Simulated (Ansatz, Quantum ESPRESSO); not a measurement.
# In2O2, 1 layer in an electric field, part 4 of 6

How does In2O2, 1 layer respond to a gate-like field without added charge?

Quantum ESPRESSO 7.5; plane-wave DFT, vdW-DF-cx, GBRV ultrasoft pseudopotentials made under PBE; geometry and cross-check by Ansatz 0.2.0 with PAW datasets.

So far. Step 5 (Bands along a path: no field): Along this path the valence top lies at K and the conduction bottom at Γ. Step 6 (Self-consistent run: field 0.1 V/Å): The dipole goes from -0.0000 to 0.0317 e Å, 0.3169 e Å per V/Å.

**7. Potential by pp.x**

The input, f1.pot.in:

```
&inputpp
  prefix = 'f1'
  outdir = './out'
  filplot = 'f1.pot.dat'
  plot_num = 11
/
```

Run with:

```console
> OMP_NUM_THREADS=1 mpirun -n 4 pp.x -in f1.pot.in > f1.pot.out
```

Run time: 14 s. Hardware: 4 MPI ranks of Arm Neoverse V2, shared host; peak memory 0.2 GiB.

Read from the output:

```
slope of the potential above                                          : 0.1000 eV/Å
upper vacuum line continued to the top atoms, over the valence top    : 6.537 eV
slope of the potential below                                          : 0.09998 eV/Å
lower vacuum line continued to the bottom atoms, over the valence top : 6.650 eV
```

The slope in the vacuum is 0.100 eV/Å for an applied 0.10 V/Å, as it should be.

**8. Ground state: field 0.2 V/Å**

The input, f2.in:

```
&control
  prefix = 'f2'
  outdir = './out'
  pseudo_dir = './pseudo'
  calculation = 'scf'
  tprnfor = .true.
  tefield = .true.
  dipfield = .true.
/
&system
  ibrav = 0
  nat = 4
  ntyp = 2
  ecutwfc = 40
  ecutrho = 200
  input_dft = 'vdw-df-cx'
  occupations = 'smearing'
  smearing = 'fd'
  degauss = 0.004
  edir = 3
  emaxpos = 0.97
  eopreg = 0.04
  eamp = 0.00388938
/
&electrons
  conv_thr = 1e-09
  mixing_beta = 0.4
  electron_maxstep = 120
  mixing_mode = 'plain'
  startingpot = 'file'
/
ATOMIC_SPECIES
  O   15.9990  o_pbe_v1.2.uspp.F.UPF
  In  114.8180  in_pbe_v1.4.uspp.F.UPF
CELL_PARAMETERS angstrom
  3.44804118932824 0.00000000000000 0.00000000000000
  -1.72402059466412 2.98609126325336 0.00000000000000
  0.00000000000000 0.00000000000000 21.67363734690000
ATOMIC_POSITIONS crystal
  O   0.333333333333 0.666666666667 0.397671114817
  In  -0.000000000000 -0.000000000000 0.434061861208
  In  0.000000000000 -0.000000000000 0.565937940511
  O   0.333333333333 0.666666666667 0.602329083465
K_POINTS automatic
  12 12 1 0 0 0
```

Run with:

```console
> cp -r out/f0.save out/f2.save
> OMP_NUM_THREADS=1 mpirun -n 4 pw.x -nk 4 -in f2.in > f2.out
```

Output:

```text
[banner, memory and clock lines left out]
Program PWSCF v.7.5 starts
[...]
number of electrons       =        38.00
     number of Kohn-Sham states=           23
     kinetic-energy cutoff     =      40.0000  Ry
     charge density cutoff     =     200.0000  Ry
[...]
number of k points=    74  Fermi-Dirac smearing, width (Ry)=  0.0040
[...]
Dense  grid:    71963 G-vectors     FFT dimensions: (  30,  30, 192)
[...]
The initial density is read from file :
[...]
negative rho (up, down):  2.917E-04 0.000E+00
[...]
Starting wfcs are   26 randomized atomic wfcs
[...]
negative rho (up, down):  2.895E-04 0.000E+00
[...]
estimated scf accuracy    <       0.04261497 Ry
[...]
negative rho (up, down):  2.916E-04 0.000E+00
[...]
estimated scf accuracy    <       0.52203874 Ry
[...]
negative rho (up, down):  2.908E-04 0.000E+00
[...]
estimated scf accuracy    <       0.00058746 Ry
[...]
negative rho (up, down):  2.906E-04 0.000E+00
[...]
estimated scf accuracy    <       0.00003122 Ry
[...]
negative rho (up, down):  2.908E-04 0.000E+00
[...]
estimated scf accuracy    <       0.00000752 Ry
[...]
negative rho (up, down):  2.910E-04 0.000E+00
[...]
estimated scf accuracy    <       0.00000087 Ry
[...]
negative rho (up, down):  2.911E-04 0.000E+00
[...]
estimated scf accuracy    <       0.00000023 Ry
[...]
negative rho (up, down):  2.911E-04 0.000E+00
[...]
estimated scf accuracy    <          7.2E-09 Ry
[...]
negative rho (up, down):  2.911E-04 0.000E+00
[...]
estimated scf accuracy    <          4.2E-09 Ry
[...]
negative rho (up, down):  2.910E-04 0.000E+00
[...]
Computed dipole along edir(3) :
        Dipole                0.1199 Ry au,          0.3047 Debye
        Dipole field          0.0010 Ry au,
        E field amplitude [Ha a.u.]:  3.8894E-03
        Potential amp.        0.2272 Ry
        Total length         39.3189 bohr
[...]
the Fermi energy is    -1.9175 ev
!    total energy              =    -331.24427231 Ry
     estimated scf accuracy    <          3.0E-10 Ry
     smearing contrib. (-TS)   =      -0.00007425 Ry
     internal energy E=F+TS    =    -331.24419806 Ry
[...]
one-electron contribution =   -1842.55671530 Ry
     hartree contribution      =     937.34858503 Ry
     xc contribution           =     -89.77630273 Ry
     ewald contribution        =     663.74104748 Ry
     electric field correction =      -0.00081256 Ry
     convergence has been achieved in  10 iterations
     negative rho (up, down):  2.910E-04 0.000E+00
[...]
Total force =     0.010362     Total SCF correction =     0.000107
[...]
```

Run time: 72 s. Hardware: 4 MPI ranks; peak memory 0.8 GiB.

Numbers from this step:

```
free energy                          : -4506.8079 eV
energy at zero smearing              : -4506.8074 eV
Fermi energy                         : -1.917 eV
dipole along the normal              : 0.06344 e·Å
valence top, on the run's zero       : -2.160 eV
conduction bottom, on the run's zero : -1.815 eV
gap by band count                    : 0.3445 eV
```

The dipole goes from -0.0000 to 0.0634 e Å, 0.3172 e Å per V/Å.

**9. Electrostatic potential**

The input, f2.pot.in:

```
&inputpp
  prefix = 'f2'
  outdir = './out'
  filplot = 'f2.pot.dat'
  plot_num = 11
/
```

Run with:

```console
> OMP_NUM_THREADS=1 mpirun -n 4 pp.x -in f2.pot.in > f2.pot.out
```

It took 14 s on 4 MPI ranks; peak memory 0.2 GiB; 57 s of CPU time.

Numbers from this step:

* slope of the potential above: 0.2000 eV/Å
* upper vacuum line continued to the top atoms, over the valence top: 6.481 eV
* slope of the potential below: 0.2000 eV/Å
* lower vacuum line continued to the bottom atoms, over the valence top: 6.709 eV

The slope in the vacuum is 0.200 eV/Å for an applied 0.20 V/Å, as it should be.

**10. Bands along a path: field 0.2 V/Å**

The input, f2.bands.in:

```
&control
  prefix = 'f2.bands'
  outdir = './out'
  pseudo_dir = './pseudo'
  calculation = 'bands'
  tefield = .true.
  dipfield = .true.
/
&system
  ibrav = 0
  nat = 4
  ntyp = 2
  ecutwfc = 40
  ecutrho = 200
  input_dft = 'vdw-df-cx'
  occupations = 'smearing'
  smearing = 'fd'
  degauss = 0.004
  edir = 3
  emaxpos = 0.97
  eopreg = 0.04
  eamp = 0.00388938
  nbnd = 25
/
&electrons
  conv_thr = 1e-07
  mixing_beta = 0.4
  electron_maxstep = 120
  mixing_mode = 'local-TF'
/
ATOMIC_SPECIES
  O   15.9990  o_pbe_v1.2.uspp.F.UPF
  In  114.8180  in_pbe_v1.4.uspp.F.UPF
CELL_PARAMETERS angstrom
  3.44804118932824 0.00000000000000 0.00000000000000
  -1.72402059466412 2.98609126325336 0.00000000000000
  0.00000000000000 0.00000000000000 21.67363734690000
ATOMIC_POSITIONS crystal
  O   0.333333333333 0.666666666667 0.397671114817
  In  -0.000000000000 -0.000000000000 0.434061861208
  In  0.000000000000 -0.000000000000 0.565937940511
  O   0.333333333333 0.666666666667 0.602329083465
K_POINTS crystal_b
4
  0.0000000000 0.0000000000 0.0000000000 14
  0.5000000000 0.0000000000 0.0000000000 14
  0.3333333333 0.3333333333 0.0000000000 14
  0.0000000000 0.0000000000 0.0000000000 1
```

Run with:

```console
> cp -r out/f2.save out/f2.bands.save
> cp out/f2.xml out/f2.bands.xml
> OMP_NUM_THREADS=1 mpirun -n 4 pw.x -nk 4 -in f2.bands.in > f2.bands.out
```

Output:

```text
[banner, memory and clock lines left out]
Program PWSCF v.7.5 starts
[citation notice left out]

[...]
bravais-lattice index     =            0
     lattice parameter (alat)  =       6.5159  a.u.
     unit-cell volume          =    1505.9270 (a.u.)^3
     number of atoms/cell      =            4
     number of atomic types    =            2
     number of electrons       =        38.00
     number of Kohn-Sham states=           25
     kinetic-energy cutoff     =      40.0000  Ry
     charge density cutoff     =     200.0000  Ry
     Exchange-correlation= VDW-DF-CX
                           (   1   4  27   0   1   0   0)

[...]
PseudoPot. # 1 for O  read from file:
     ./pseudo/o_pbe_v1.2.uspp.F.UPF
     Pseudo is Ultrasoft + core correction, Zval =  6.0
     Generated by new atomic code, or converted to UPF format
     Using radial grid of  737 points,  5 beta functions with:
                l(1) =   0
                l(2) =   0
                l(3) =   1
                l(4) =   1
                l(5) =   2
     Q(r) pseudized with  8 coefficients,  rinner =    0.900   0.900   0.900
                                                       0.900   0.900

     PseudoPot. # 2 for In read from file:
     ./pseudo/in_pbe_v1.4.uspp.F.UPF
     Pseudo is Ultrasoft + core correction, Zval = 13.0
     Generated by new atomic code, or converted to UPF format
     Using radial grid of  889 points,  6 beta functions with:
                l(1) =   0
                l(2) =   0
                l(3) =   1
                l(4) =   1
                l(5) =   2
                l(6) =   2
     Q(r) pseudized with  6 coefficients,  rinner =    1.400   1.400   1.400
                                                       1.400   1.400

     atomic species   valence    mass     pseudopotential
     O                 6.00    15.99900     O ( 1.00)
     In               13.00   114.81800     In( 1.00)

     No symmetry found

[...]
number of k points=    43  Fermi-Dirac smearing, width (Ry)=  0.0040
[...]
Dense  grid:    71963 G-vectors     FFT dimensions: (  30,  30, 192)

     Smooth grid:    51363 G-vectors     FFT dimensions: (  27,  27, 180)

     The potential is recalculated from file :
     ./out/f2.bands.save/charge-density

     negative rho (up, down):  2.910E-04 0.000E+00

     %%%%%%%%%%%%%%%%%%%%%%%%%%%%%%%%%%%%%%%%%%%%%%%%%%%%%%%%%%%%%%%%%%%%%%%%
     %                                                                      %
     % You are using vdW-DF, which was implemented by the Thonhauser group. %
     % possible and the two reviews that describe the various versions:     %
     %                                                                      %
     %                                                                      %
     % If you are calculating stress with vdW-DF, please also cite:         %
     %                                                                      %
     %                                                                      %
     %%%%%%%%%%%%%%%%%%%%%%%%%%%%%%%%%%%%%%%%%%%%%%%%%%%%%%%%%%%%%%%%%%%%%%%%

     %%%%%%%%%%%%%%%%%%%%%%%%%%%%%%%%%%%%%%%%%%%%%%%%%%%%%%%%%%%%%%%%%%%%%%%%
     %                                                                      %
     %  vdW-DF NEWS:                                                        %
     %                                                                      %
     %  * vdW-DF3 is now available. DOI: 10.1021/acs.jctc.0c00471           %
     %    use with input_dft = 'vdW-DF3-opt1' or 'vdW-DF3-opt2'             %
     %                                                                      %
     %  * Unscreened and range-separated hybrid vdW-DF-cx functionals       %
     %    DOI: 10.1063/1.4986522 and 10.1088/1361-648X/ac2ad2               %
     %    use with input_dft = 'vdW-DF-cx0'    and 'vdW-DF-ahcx'            %
     %  * Unscreened and range-separated hybrid vdW-DF2-b86r functionals    %
     %    DOI: 10.1063/1.4986522 and DOI: 10.1103/PhysRevX.12.041003        %
     %    use with input_dft = 'vdW-DF2-br0' and 'vdW-DF2-ahbr'             %
     %                                                                      %
     %%%%%%%%%%%%%%%%%%%%%%%%%%%%%%%%%%%%%%%%%%%%%%%%%%%%%%%%%%%%%%%%%%%%%%%%

     Adding external electric field

     Computed dipole along edir(3) :
        Dipole                0.1199 Ry au,          0.3047 Debye
        Dipole field          0.0010 Ry au,

        E field amplitude [Ha a.u.]:  3.8894E-03
        Potential amp.        0.2272 Ry
        Total length         39.3189 bohr

     Starting wfcs are   26 randomized atomic wfcs

     Band Structure Calculation
     Davidson diagonalization with overlap

     ethr =  2.63E-10,  avg # of iterations = 36.0

     End of band structure calculation

          k = 0.0000 0.0000 0.0000 (  6515 PWs)   bands (ev):

   -19.7968 -19.7346 -15.6582 -15.6582 -15.6035 -15.6035 -15.5829 -15.3886
   -15.3886 -15.2182 -15.2182 -15.0910  -7.9127  -5.0449  -3.8686  -3.8686
    -3.7973  -3.7973  -2.8917  -1.8152   1.1207   2.7227   3.5576   4.0279
     4.9784

          k = 0.0357 0.0206 0.0000 (  6523 PWs)   bands (ev):

   -19.7947 -19.7327 -15.6649 -15.6548 -15.6023 -15.6000 -15.5676 -15.3899
   -15.3887 -15.2217 -15.2186 -15.0846  -7.8986  -5.0544  -3.9255  -3.8799
    -3.8517  -3.8083  -2.8650  -1.7453   1.1614   2.7440   3.5764   4.0486
     4.9963

[...]
```

The job ended after 34 s (4 MPI ranks; peak memory 0.37 GiB).

Band numbers count within the set of bands kept for display. Electronic bands along the path, in eV, zero at the highest filled level of the SCF mesh; v1 is the highest filled band, c1 the lowest empty one:

| point | v4 | v3 | v2 | v1 | c1 | c2 | c3 | c4 |
| --- | --- | --- | --- | --- | --- | --- | --- | --- |
| Γ | -1.71 | -1.64 | -1.64 | -0.73 | 0.34 | 3.28 | 4.88 | 5.72 |
| halfway | -2.18 | -2.16 | -2.07 | -0.30 | 2.20 | 4.32 | 5.71 | 5.94 |
| M | -2.61 | -2.49 | -1.97 | -0.22 | 2.36 | 4.11 | 5.39 | 6.85 |
| halfway | -3.09 | -2.28 | -1.87 | -0.12 | 2.85 | 4.54 | 5.88 | 5.97 |
| K | -3.67 | -2.09 | -1.82 | 0.00 | 3.40 | 4.52 | 4.92 | 6.54 |
| halfway | -2.48 | -2.42 | -2.07 | -0.24 | 2.65 | 4.66 | 5.48 | 6.25 |
| Γ | -1.71 | -1.64 | -1.64 | -0.73 | 0.34 | 3.28 | 4.88 | 5.72 |

Upper empty bands that drop with the field can be states of the vacuum, held by the sawtooth; they depend on the cell's width.

Along this path the valence top lies at K and the conduction bottom at Γ.

**11. Ground state: field 0.3 V/Å**

f3.in, as its differences from the input of step 8:

```diff
@@ -1,3 +1,3 @@
 &control
-  prefix = 'f2'
+  prefix = 'f3'
   outdir = './out'
@@ -22,3 +22,3 @@
   eopreg = 0.04
-  eamp = 0.00388938
+  eamp = 0.00583407
 /
```

Run with:

```console
> cp -r out/f0.save out/f3.save
> OMP_NUM_THREADS=1 mpirun -n 4 pw.x -nk 4 -in f3.in > f3.out
```

Output:

```text
[banner, memory and clock lines left out]
Program PWSCF v.7.5 starts
[...]
number of electrons       =        38.00
     number of Kohn-Sham states=           23
     kinetic-energy cutoff     =      40.0000  Ry
     charge density cutoff     =     200.0000  Ry
[...]
number of k points=    74  Fermi-Dirac smearing, width (Ry)=  0.0040
[...]
Dense  grid:    71963 G-vectors     FFT dimensions: (  30,  30, 192)
[...]
The initial density is read from file :
[...]
negative rho (up, down):  2.917E-04 0.000E+00
[...]
Starting wfcs are   26 randomized atomic wfcs
[...]
negative rho (up, down):  2.871E-04 0.000E+00
[...]
estimated scf accuracy    <       0.09461251 Ry
[...]
negative rho (up, down):  2.918E-04 0.000E+00
[...]
estimated scf accuracy    <       1.12805907 Ry
[...]
negative rho (up, down):  2.898E-04 0.000E+00
[...]
estimated scf accuracy    <       0.00225480 Ry
[...]
negative rho (up, down):  2.894E-04 0.000E+00
[...]
estimated scf accuracy    <       0.00018001 Ry
[...]
negative rho (up, down):  2.897E-04 0.000E+00
[...]
estimated scf accuracy    <       0.00004363 Ry
[...]
negative rho (up, down):  2.902E-04 0.000E+00
[...]
estimated scf accuracy    <       0.00000728 Ry
[...]
negative rho (up, down):  2.905E-04 0.000E+00
[...]
estimated scf accuracy    <       0.00000145 Ry
[...]
negative rho (up, down):  2.905E-04 0.000E+00
[...]
estimated scf accuracy    <       0.00000003 Ry
[...]
negative rho (up, down):  2.904E-04 0.000E+00
[...]
estimated scf accuracy    <       0.00000003 Ry
[...]
negative rho (up, down):  2.904E-04 0.000E+00
[...]
estimated scf accuracy    <          1.2E-09 Ry
[...]
negative rho (up, down):  2.903E-04 0.000E+00
[...]
Computed dipole along edir(3) :
        Dipole                0.1798 Ry au,          0.4570 Debye
        Dipole field          0.0015 Ry au,
        E field amplitude [Ha a.u.]:  5.8341E-03
        Potential amp.        0.3408 Ry
        Total length         39.3189 bohr
[...]
the Fermi energy is    -1.9029 ev
!    total energy              =    -331.24485521 Ry
     estimated scf accuracy    <          2.2E-10 Ry
     smearing contrib. (-TS)   =      -0.00007391 Ry
     internal energy E=F+TS    =    -331.24478130 Ry
[...]
one-electron contribution =   -1842.55160201 Ry
     hartree contribution      =     937.34376039 Ry
     xc contribution           =     -89.77615915 Ry
     ewald contribution        =     663.74104748 Ry
     electric field correction =      -0.00182801 Ry
     convergence has been achieved in  11 iterations
     negative rho (up, down):  2.903E-04 0.000E+00
[...]
Total force =     0.011808     Total SCF correction =     0.000058
[...]
```

It took 76 s on 4 MPI ranks; peak memory 0.74 GiB.

This step gave:

```
free energy                          : -4506.8158 eV
energy at zero smearing              : -4506.8153 eV
Fermi energy                         : -1.903 eV
dipole along the normal              : 0.09514 e·Å
valence top, on the run's zero       : -2.146 eV
conduction bottom, on the run's zero : -1.800 eV
gap by band count                    : 0.3453 eV
```

The dipole goes from -0.0000 to 0.0951 e Å, 0.3171 e Å per V/Å.

**12. Electrostatic potential**

The input, f3.pot.in:

```
&inputpp
  prefix = 'f3'
  outdir = './out'
  filplot = 'f3.pot.dat'
  plot_num = 11
/
```

Run with:

```console
> OMP_NUM_THREADS=1 mpirun -n 4 pp.x -in f3.pot.in > f3.pot.out
```

It took 14 s on 4 MPI ranks; peak memory 0.2 GiB.

Read from the output:

```
slope of the potential above                                          : 0.3000 eV/Å
upper vacuum line continued to the top atoms, over the valence top    : 6.427 eV
slope of the potential below                                          : 0.3000 eV/Å
lower vacuum line continued to the bottom atoms, over the valence top : 6.769 eV
```

The slope in the vacuum is 0.300 eV/Å for an applied 0.30 V/Å, as it should be.

Each curve counts from the valence top of its own run.

The runs together. Potential energy against z:

| z (Å) | potential at 0 V/Å (eV) | potential at 0.1 V/Å (eV) | potential at 0.2 V/Å (eV) | potential at 0.3 V/Å (eV) |
| --- | --- | --- | --- | --- |
| 0 | 6.59 | 6.19 | 5.79 | 5.39 |
| 2 | 6.59 | 5.99 | 5.39 | 4.78 |
| 4 | 6.59 | 6.19 | 5.79 | 5.38 |
| 6 | 6.59 | 6.38 | 6.18 | 5.98 |
| 8 | 3.73 | 3.69 | 3.65 | 3.62 |
| 10 | -5.89 | -5.89 | -5.90 | -5.90 |
| 12 | -11.4 | -11.4 | -11.4 | -11.4 |
| 14 | 5.66 | 5.72 | 5.78 | 5.83 |
| 16 | 6.59 | 6.83 | 7.07 | 7.31 |
| 18 | 6.59 | 7.03 | 7.47 | 7.91 |
| 20 | 6.59 | 7.23 | 7.87 | 8.51 |

(Part 4 of 6 ends here.)

[Logs are printed without paths, hosts, clocks, repeated set-up lines and the standing remarks that a program may print on its own settings, such as how far it seeks lower states.]

[Hosts, paths, dates, database ids (printed as entryN), source tags and the programs' standing remarks are cut or masked in the printed files.]

[Maps of the electrostatic potential energy from Ansatz leave out the sawtooth potential of an applied field or a dipole correction, so their vacuum need not be flat; planar profiles and work functions include it.]
